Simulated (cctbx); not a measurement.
# Accept or mend?

Cell a = 5.9690 Å, b = 5.9690 Å, c = 3.6400 Å, α = 90.00°, β = 90.00°, γ = 120.00°; space group P-62m (no. 189).

Simulated single-crystal data (cctbx): Cu Kα, λ = 1.54184 Å, to d = 0.83 Å, 80 % of the full sphere, strongest reflection 20000 counts, noise from counting, a 1.5 % proportional error and a noise floor of 8 counts (s.d.); no absorption.

An anisotropic refinement with weights 1/σ² prints:

```text
Rint 0.020, 93 unique reflections to 0.84 A
cycle     R1     wR2    GooF  max shift (A)
   1  0.0484  0.1077   8.369   0.00564
   2  0.0463  0.1025   7.962   0.00000
final R1 0.0463 wR2 0.1025 GooF 7.962  parameters 8  data/parameter 11.6
atom        x        y        z      Ueq    occ   su(xyz)  su(Uiso or U11)
As1    0.66667  0.33333  0.00000   0.0091  1.000  0.00000  0.0011
As2    0.00000  0.00000  0.50000   0.0089  1.000  0.00000  0.0014
Cr1    0.00000  0.57383  0.50000   0.0114  1.000  0.00078  0.0023
difference map: max 4.42 min -1.02 rms 0.41
Q1    0.0000  0.2459  0.0000    3    4.53  2.30 A from As1
Q2    0.0000  0.7469  0.0000    3    2.26  2.09 A from Cr1
Q3    0.0000  0.5106  0.5000    3    1.02  0.38 A from Cr1
Q4    0.2156  0.4414  0.0000    6    0.98  1.17 A from As1
Q5    0.0000  0.1788  0.5000    3    0.93  1.07 A from As2
Q6    0.0000  0.2876  0.5000    3    0.90  1.71 A from Cr1
```

**Question.** Can this result stand? If not, what is the likely fault?

Mend it. The fault: an atom left out, Be at (0, 0.2497, 0). Against the right model at the same level, R1 goes from 0.0063 to 0.0463 and GooF from 1.01 to 7.96 and the top difference peak, 4.5 e/Å³, lies 2.30 Å from As1. Q1 is the missing atom. With scattering power missing, scale and phases suffer, so peaks may also grow on the heavy atoms.

The compound is BeCrAs. The right model at the same level gives:

```text
Rint 0.020, 93 unique reflections to 0.84 A
cycle     R1     wR2    GooF  max shift (A)
   1  0.0064  0.0128   1.015   0.00011
final R1 0.0063 wR2 0.0127 GooF 1.013  parameters 12  data/parameter 7.8
atom        x        y        z      Ueq    occ   su(xyz)  su(Uiso or U11)
As1    0.66667  0.33333  0.00000   0.0107  1.000  0.00000  0.0001
As2    0.00000  0.00000  0.50000   0.0097  1.000  0.00000  0.0002
Cr1    0.00000  0.57287  0.50000   0.0120  1.000  0.00010  0.0003
Be1    0.00000  0.24931  0.00000   0.0169  1.000  0.00078  0.0028
Flack x: 0.010(9)
Hooft y: -0.009(7)  Bijvoet pairs: 33
difference map: max 0.15 min -0.18 rms 0.04
Q1    0.0000  0.0000  0.2188    2    0.15  1.02 A from As2
Q2    0.0000  0.1256  0.0000    3    0.12  0.74 A from Be1
Q3    0.1731  0.3550  0.0000    6    0.12  0.90 A from Be1
Q4    0.2026  0.3898  0.3363   12    0.11  1.38 A from Cr1
Q5    0.3333  0.6667  0.2052    4    0.08  0.75 A from As1
Q6    0.0000  0.4622  0.5000    3    0.08  0.66 A from Cr1
```

The model was made for the exercise: a known structure type with other elements put in, its volume estimated, not relaxed; displacement parameters are assumed.

[Middle refinement cycles are left out of these outputs.]

[Logs are printed without paths, hosts, clocks, repeated set-up lines and the standing remarks that a program may print on its own settings, such as how far it seeks lower states.]
